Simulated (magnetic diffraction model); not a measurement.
# Magnetic neutron pattern of Ba₂YbGaSe₅

Space group Cmc2_1 (no. 36), a = 4.2800 Å, b = 18.9500 Å, c = 13.2940 Å.

| site | atom | x | y | z |
| --- | --- | --- | --- | --- |
| 4a | Yb | 0 | 0.2110 | 0.0174 |
| 4a | Ba | 0 | 0.1159 | 0.6863 |
| 4a | Ba | 0 | 0.1350 | 0.3150 |
| 4a | Se | 0 | 0.0531 | 0.0492 |
| 4a | Se | 1/2 | 0.0045 | 0.2640 |
| 4a | Se | 0 | 0.3143 | 0.3669 |
| 4a | Se | 0 | 0.2915 | 0.6593 |
| 4a | Se | 0 | 0.3626 | 0.0033 |
| 4a | Ga | 0 | 0.4484 | 0.4346 |

This is a made-up structure (elements placed in a structure type, unrelaxed), so the numbers test the method and describe no known phase.

Only Yb is taken to order (form factors of Yb3+); orders and moment sizes are assumed, and not adapted to the symmetry. Radiation: neutrons of λ = 2.41 Å, 2° to 40°; isotropic B of 0.52 Å² (Yb), 0.52 Å² (Ba), 0.52 Å² (Se) and 0.55 Å² (Ga). Simulated constant-wavelength pattern: nuclear and magnetic terms add, the magnetic one as |2.695 fm × Σ f S⊥ exp(2πi Q·r) exp(−B s²)|², summed over all Q at one angle with the factor 1/(sin²θ cos θ). For a modulated order the moment at position r is S exp(−2πi k·r) + c.c., with S = m/2 for a sine wave of amplitude m and S = m(u + iv)/2 for moments turning in a plane, u and v being orthogonal unit vectors in it; the phase factor of the sum at Q = H + k is then exp(2πi H·r). Free-ion form factors, Sears's scattering lengths of 1992, no absorption; a label names one of the reflections at its angle. The strongest nuclear line in the range is 100, and lines under 0.2 are left out.

Assume the order k = (1/5 0 0), a sine wave with moments along [001] (amplitudes given), 3.2 μB on Yb; signs + at (0, 0.2110, 0.0174), − at (1/2, 0.2890, 0.5174).

Q: Where does magnetic intensity appear, and how strong is it?

| 2θ (°) | index | nuclear | magnetic |
| --- | --- | --- | --- |
| 12.25 | (1/5 0 1) | 0.0 | 14.4 |
| 14.61 | (0 2 0) | 21.5 | 0.0 |
| 15.99 | (1/5 2 0) | 0.0 | 6.7 |
| 17.97 | (0 2 1) | 99.9 | 0.0 |
| 19.11 | (1/5 2 1) | 0.0 | 23.1 |
| 20.89 | (0 0 2) | 77.8 | 0.0 |
| 25.59 | (0 2 2) | 47.5 | 0.0 |
| 26.42 | (1/5 2 2) | 0.0 | 1.8 |
| 27.07 | (4/5 1 0) | 0.0 | 9.8 |
| 29.07 | (4/5 1 1) | 0.0 | 0.9 |
| 29.47 | (0 4 0) | 6.1 | 0.0 |
| 30.20 | (1/5 4 0) | 0.0 | 5.7 |
| 31.33 | (0 4 1) | 7.6 | 0.0 |
| 32.02 | (1/5 4 1) | 0.0 | 4.1 |
| 32.24 | (1/5 0 3) | 0.0 | 0.3 |
| 33.55 | (1 1 0) | 22.6 | 0.0 |
| 34.34 | (4/5 3 0) | 0.0 | 3.5 |
| 34.44 | (4/5 1 2) | 0.0 | 7.5 |
| 34.94 | (0 2 3) | 4.9 | 0.0 |
| 35.22 | (1 1 1) | 34.5 | 0.0 |
| 35.57 | (1/5 2 3) | 0.0 | 1.9 |
| 35.97 | (4/5 3 1) | 0.0 | 4.8 |
| 36.40 | (0 4 2) | 4.2 | 0.0 |
| 37.01 | (1/5 4 2) | 0.0 | 5.1 |
| 39.76 | (1 3 0) | 3.2 | 0.0 |
| 39.86 | (1 1 2) | 100.0 | 0.0 |

The strongest magnetic line in the range is (1/5 2 1) at 19.11° (23.1). On top of the Lorentz factor, which all lines share, magnetic lines fade with angle because f falls: for Yb3+ it is 0.97, 0.88, 0.76 and 0.51 at sin θ/λ = 0.1, 0.2, 0.3 and 0.5 Å⁻¹, while nuclear lengths stay constant. The order has no net moment.
